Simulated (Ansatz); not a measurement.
# BiPd2, from a guessed structure to a relaxed one, part 2 of 2

Starting from a made-up structure for BiPd2, the aim is the relaxed cell, its shortest contacts and, where a second run follows, its electronic structure.

Ansatz 0.2.0; DFT, PBE, plane-wave PAW, files of the set soft_1, scalar-relativistic, no spin, cell and ions relaxed at zero pressure; PAW set soft_1 (the session's first sound run).

So far: Set-up; Relaxation of the guess.

### Step 3. Electronic structure of the relaxed cell

With the geometry fixed, one more self-consistent run, with a narrower smearing and the mesh shown in its input, gives the bands, and its pressure, and its forces where symmetry allows any, show how far the geometry depends on these settings.

This step: DFT, PBE, plane-wave PAW, files of the set soft_1, scalar-relativistic, no spin, bands and density of states at the relaxed cell; PAW set soft_1 (Ansatz 0.2.0).

input.yaml

```yaml
crystal:
  lattice:
    - [-1.8054102996, 1.8061133803, 4.385640054]
    - [1.8054102996, -1.8061133803, 4.385640054]
    - [1.8054102996, 1.8061133803, -4.385640054]
  atoms:
    - { symbol: Bi, position: [0.0, 0.0, 0.0] }
    - { symbol: Pd, position: [0.3304277252, 0.3304277252, 0.0] }
    - { symbol: Pd, position: [0.6695722748, 0.6695722748, 0.0] }
kpoints:
  mp_grid: { grid: [12, 12, 12] }
  band_path:
    path:
      - [[0.0, 0.0, 0.0], [0.5, -0.5, 0.0], [0.5, -0.5, 0.08479965], [0.29239982, -0.29239982, 0.29239982], [0.0, 0.0, 0.0], [0.5, 0.5, -0.5], [0.70760018, 0.29239982, -0.29239982], [0.5, 0.0, 0.0], [0.75, -0.25, -0.25], [0.91520035, 0.08479965, -0.5], [0.5, 0.5, -0.5]]
      - [[0.5, -0.5, 0.0], [0.75, -0.25, -0.25]]
    npoints: 7
scf:
  occupations: { method: fermi_dirac, width: 0.03 }
  n_extra_bands: 7
hamiltonian:
  xc: pbe
  pseudopotentials: { kind: paw, azcp: { folder: soft_1 } }
output:
  forces: true
  stress: true
  write_bands: true
  dos: { projected: true }
  write_density: true
  write_potential: true
  elf: true
  volumetric_format: npy
```

Run with:

```
> ansatz run input.yaml --threads 4 --pin off --max-ram 8192MiB --backend cpu --events-out ev --progress --plain --runs-dir out
```

Numbers of over 12 decimals in the logs are rounded to 6 here.

The program printed:

```text
[...]
Crystal: 3 atoms, lattice volume = 57.202 Å³
Basis set: ecut = 420 eV, 1083 PW (Γ), exchange–correlation on 72×72×72 points (8 copies of the dense FFT grid, shifted against one another)
Bands: 33, of which v1, the nominal top of the filled ones, is band 26 counted from 1 (25 counted from 0)
Symmetry: 8 space group operations
[...]
k-points: 280 of 1728
[...]
SCF iter   1: F=—  HF=-26349.016617 eV  |F-HF|=—  |Δ(HF+E_count)|=         —  Δρ=1.46e-1  dr2=1.71e1  ethr=3.10e-3  ⟨swp⟩=6.4  Hψ=38122  notcnv=0
[...]
SCF iter   8: F=-26345.802781 eV  HF=-26345.802781 eV  |F-HF|=6.39e-9  |Δ(HF+E_count)|=   2.59e-7  Δρ=1.01e-5  dr2=5.60e-8  ethr=1.96e-10  ⟨swp⟩=12.1  Hψ=67929  notcnv=0
SCF 1 converged in 8 iterations: F = -26345.802781 eV  dr2 = 5.60e-8
[...]
NSCF: frozen V_eff on 79 k-points
SCF converged after 8 iterations
Free energy (F): -26345.802781 eV
[...]
Internal energy: -26345.799261 eV  (E = F + TS)
E sigma→0 (E₀):  -26345.801021 eV
Entropy (-TS):   -0.003520 eV (-1.173 meV/atom)
Fermi energy:    16.637733 eV
[...]
--- Forces (eV/Å), atoms counted from 1 ---
  atom   1  Bi     0.00000000     0.00000000    -0.00000000
  atom   2  Pd     0.00000000     0.00000000     0.00332575
  atom   3  Pd     0.00000000     0.00000000    -0.00332575
  max |Σ_I F_I| component: 0.00e0 eV/Å
--- Stress (GPa, compression-positive) ---
        0.111236       0.000000       0.000000
        0.000000       0.108233       0.000000
        0.000000       0.000000      -0.290358
  P = ⅓ Tr σ = -0.0236 GPa (-0.236 kbar)
--- Band table (eV; the first three rows and the last of 280) ---
  k-point 0: bands = [... 22 lower, 14.6942, 15.5764, 16.4572, 18.3841, 20.4158, 20.4201, 21.6924, 24.1410, ... 3 higher]
  k-point 1: bands = [... 22 lower, 14.8279, 15.6150, 16.7211, 18.4039, 19.0313, 20.0736, 22.9660, 23.2877, ... 3 higher]
  k-point 2: bands = [... 22 lower, 15.0389, 15.6705, 16.6939, 18.2604, 18.5014, 19.4174, 21.9815, 22.4906, ... 3 higher]
  k-point 279: bands = [... 22 lower, 15.1680, 15.4761, 15.5439, 17.8019, 17.8091, 21.1536, 24.0679, 24.7992, ... 3 higher]
```

Elapsed: 6.5 s, on 4 threads of INTEL XEON PLATINUM 8581C at 2.10GHz (Emerald Rapids), shared host; peak memory 0.7 GiB.

Numbers from this step:

- free energy: -26345.8028 eV
- energy at zero smearing: -26345.8010 eV
- smearing term TS: 0.003520 eV
- Fermi energy: 16.64 eV
- pressure: -0.02363 GPa

From bands.tsv, the bands that come nearest the Fermi level along the path, at its corners, in eV from the Fermi level:

```
point  band 22  band 23  band 24  band 25  band 26  band 27  band 28  band 29
    Γ    -2.17    -1.94    -1.06    -0.18     1.75     3.78     3.78     5.05
    X    -1.72    -1.52    -1.43    -1.36     1.53     1.57     2.28     2.65
    Y    -1.51    -1.42    -1.28    -1.17     0.59     0.59     2.66     4.57
    S    -1.76    -1.52    -1.37    -1.11    -1.04     4.15     4.75     5.96
    Γ    -2.17    -1.94    -1.06    -0.18     1.75     3.78     3.78     5.05
    Z    -1.47    -1.47    -1.16    -1.09     1.16     1.17     4.52     7.43
   S1    -1.76    -1.52    -1.37    -1.11    -1.04     4.15     4.75     5.96
    N    -1.62    -1.38    -1.35    -1.13    -1.13     2.22     4.35     7.36
    P    -1.43    -1.36    -1.23    -0.44    -0.44     1.42     2.70     4.79
   Y1    -1.51    -1.42    -1.28    -1.17     0.59     0.59     2.66     4.57
    Z    -1.47    -1.47    -1.16    -1.09     1.16     1.17     4.52     7.43
    X    -1.72    -1.52    -1.43    -1.36     1.53     1.57     2.28     2.65
    P    -1.43    -1.36    -1.23    -0.44    -0.44     1.42     2.70     4.79
```

Counts of states for the cell as run, both spins, by energy window (eV from the Fermi level):

```csv
from,to,total
-8,-7,0.00
-7,-6,0.00
-6,-5,1.16
-5,-4,2.08
-4,-3,4.93
-3,-2,5.21
-2,-1,7.32
-1,0,2.26
0,1,1.07
1,2,1.22
2,3,0.82
3,4,1.08
4,5,1.17
5,6,1.08
```

Below -8 eV lie 28.0 more states.

ELF in the ab plane of the cell as run, not the conventional one, at fractional z = 0.000, with atoms of Bi and Pd within 0.2 Å of it. It is the smooth field of the valence electrons, not physical close to the nuclei.

Values, 13 rows by 14 columns, each cell a mean:
```
0.12 0.14 0.32 0.38 0.29 0.21 0.18 0.20 0.19 0.20 0.26 0.35 0.36 0.19
0.28 0.26 0.36 0.39 0.30 0.22 0.24 0.35 0.37 0.31 0.23 0.26 0.36 0.38
0.39 0.40 0.40 0.37 0.30 0.23 0.30 0.43 0.39 0.41 0.40 0.27 0.25 0.34
0.30 0.32 0.32 0.31 0.28 0.23 0.27 0.43 0.29 0.23 0.35 0.40 0.24 0.24
0.21 0.22 0.22 0.23 0.23 0.21 0.21 0.37 0.38 0.24 0.26 0.41 0.32 0.19
0.18 0.20 0.27 0.30 0.26 0.20 0.19 0.22 0.38 0.41 0.37 0.42 0.35 0.20
0.18 0.25 0.39 0.43 0.42 0.36 0.22 0.19 0.21 0.31 0.38 0.38 0.29 0.19
0.18 0.25 0.41 0.35 0.28 0.38 0.40 0.22 0.20 0.20 0.22 0.23 0.21 0.19
0.22 0.21 0.37 0.38 0.23 0.24 0.40 0.34 0.21 0.24 0.27 0.27 0.27 0.26
0.33 0.25 0.26 0.41 0.38 0.30 0.38 0.40 0.24 0.26 0.33 0.36 0.37 0.36
0.39 0.35 0.26 0.25 0.37 0.42 0.43 0.36 0.23 0.25 0.34 0.40 0.37 0.36
0.21 0.36 0.36 0.27 0.21 0.24 0.27 0.23 0.20 0.25 0.34 0.39 0.25 0.15
0.17 0.20 0.37 0.35 0.25 0.19 0.18 0.18 0.19 0.23 0.32 0.39 0.25 0.13
```
Columns run along a (5.1 Å), rows up along b (5.1 Å). Atoms in or near the plane, at fractional coordinates: Bi at (0.00, 0.00), Pd at (0.33, 0.33), Pd at (0.67, 0.67).

Valence density in the ab plane of the cell as run, not the conventional one, at fractional z = 0.000, with atoms of Bi and Pd within 0.2 Å of it. It is the smooth field of the valence electrons, not physical close to the nuclei.

Values in e/Å³, 13 rows by 14 columns, each cell a mean:
```
 7  6  3  1  0  0  0  0  0  0  0  0  2  5
 3  3  2  1  0  0  0  1  1  1  0  0  0  1
 1  1  1  0  0  0  1  3  7  6  2  1  0  0
 0  0  0  0  0  0  1  4 11 14  9  2  0  0
 0  0  0  0  0  0  0  2  8 14 13  6  1  0
 0  0  1  1  1  0  0  0  2  6  8  5  1  0
 0  1  2  4  4  1  0  0  0  1  2  1  1  0
 0  1  3  9 12  8  2  0  0  0  0  0  0  0
 0  0  2  8 15 14  6  1  0  0  0  0  0  0
 0  0  1  3  8 11  7  2  0  0  0  0  0  0
 1  0  0  0  2  3  3  1  0  0  0  1  2  2
 4  2  1  0  0  0  1  0  0  0  0  1  4  5
 8  5  2  0  0  0  0  0  0  0  0  1  4  7
```
Columns run along a (5.1 Å), rows up along b (5.1 Å). Atoms in or near the plane, at fractional coordinates: Bi at (0.00, 0.00), Pd at (0.33, 0.33), Pd at (0.67, 0.67).

Electrostatic potential energy in the ab plane of the cell as run, not the conventional one, at fractional z = 0.000, with atoms of Bi and Pd within 0.2 Å of it. With pseudopotentials it is smooth inside the atoms' cores, unlike the true potential.

Ten even steps from '0' (-51 eV) to '9' (18 eV), each cell a mean:
```
11379999999852
32479997689985
76689984235898
99999984001599
99999996200379
99889999632379
99644799986689
99510269999999
99620037999999
99952026999888
68996447998644
24899989998521
12589999999621
```
Columns run along a (5.1 Å; values clipped at the 3rd and 97th percentile), rows up along b (5.1 Å). Atoms in or near the plane, at fractional coordinates: Bi at (0.00, 0.00), Pd at (0.33, 0.33), Pd at (0.67, 0.67).

### Step 4. Results

```yaml
space_group_relaxed: I4/mmm
conventional_cell: a = 3.612, b = 3.612, c = 8.771 Å; α = 90.0°, β = 90.0°, γ = 90.0°
volume_per_atom: 19.07 Å³ (guess 21.01)
```

What this shows: BiPd2 relaxes to I4/mmm with a = 3.612, b = 3.612 and c = 8.771 Å. The guessed volume was 10 % too large. The symmetry rose from Immm to I4/mmm, so the distortion of the structure type doesn't survive with these elements. Bands cross the Fermi level, so it is a metal or semimetal at this level. The electron count is odd, which forces that without spin polarisation or a larger cell. On the 12×12×12 mesh with the narrower smearing (relaxed on 10×10×10) the largest force component is 0.003 eV/Å and the largest stress component is 0.290 GPa, against the relaxation's thresholds of 0.015 eV/Å and 0.05 GPa. The cutoff wasn't tested. Spin-orbit coupling is left out, which can matter for elements this heavy. No dispersion term is used, so weakly bound directions may come out too long. The runs have no spin, and magnetism wasn't tested. Nothing here tests whether the compound is stable against decomposition.

[Logs are printed without paths, hosts, clocks, repeated set-up lines and the standing remarks that a program may print on its own settings, such as how far it seeks lower states.]

[Hosts, paths, dates, database ids (printed as entryN), source tags and the programs' standing remarks are cut or masked in the printed files.]
